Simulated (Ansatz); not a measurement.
Consider SrMnO3 (cubic perovskite) (Pm-3m).

Symmetry: Pm-3m, No. 221, cubic system. The conventional cell has a = 3.704 Å, b = 3.704 Å, c = 3.704 Å, α = 90.00°, β = 90.00°, γ = 90.00°. Nearest to Sr lie 12 O at 2.62 Å. Mn has 6 O at 1.85 Å nearest. Nearest to O lie 2 Mn at 1.85 Å and 4 Sr at 2.62 Å. Farther neighbours and most contacts between anions are not listed.

```xyz
5
Lattice="0.0000 -3.7035 0.0000 0.0000 0.0000 3.7035 -3.7035 0.0000 0.0000" Properties=species:S:1:pos:R:3 pbc="T T T"
Sr    0.0000    0.0000    0.0000
Mn   -1.8518   -1.8518    1.8518
O     0.0000   -1.8518    1.8518
O    -1.8518   -1.8518    0.0000
O    -1.8518    0.0000    1.8518
```

The structure was relaxed with LDA. The structure type comes from a generator and need not be one that this composition takes. The structure was generated from a model, not taken from a measurement. The runs that relaxed it are not among those shown. The program's search for lower electronic states was switched off, so nothing shows that the state found is the lowest. PAW set soft_2, made with PBE.

A constrained-RPA run (Ansatz 0.2.0; non-magnetic LDA; Mn d + anion p, bands v11 to c3, 6×6×6 mesh, medium accuracy) builds 14 functions on bands 13 eV wide, with 21.0 electrons in the window. The bare on-site interaction is 23.4 eV and the bare J 0.83 eV.

Estimate U, U′ and J.

On the Mn d shell, U = 10.90 eV (47 % of the bare value), U′ = 9.51 eV, J = 0.69 eV.

The parent state is non-magnetic and the interaction static (zero frequency); U depends on the window and the orbitals, so it belongs to this model alone. A window that holds the anion p bands defines a model with explicit ligands; its U belongs to that model and is not the U of DFT+U.

[Paths, hosts, dates, memory and timing lines, banners, echoed tables and standing remarks are left out of the program output.]

[Logs are printed without paths, hosts, clocks, repeated set-up lines and the standing remarks that a program may print on its own settings, such as how far it seeks lower states.]

[Runs of the session that timed out or met a known fault of the program may be left out.]

[Hosts, paths, dates, database ids (printed as entryN), source tags and the programs' standing remarks are cut or masked in the printed files.]
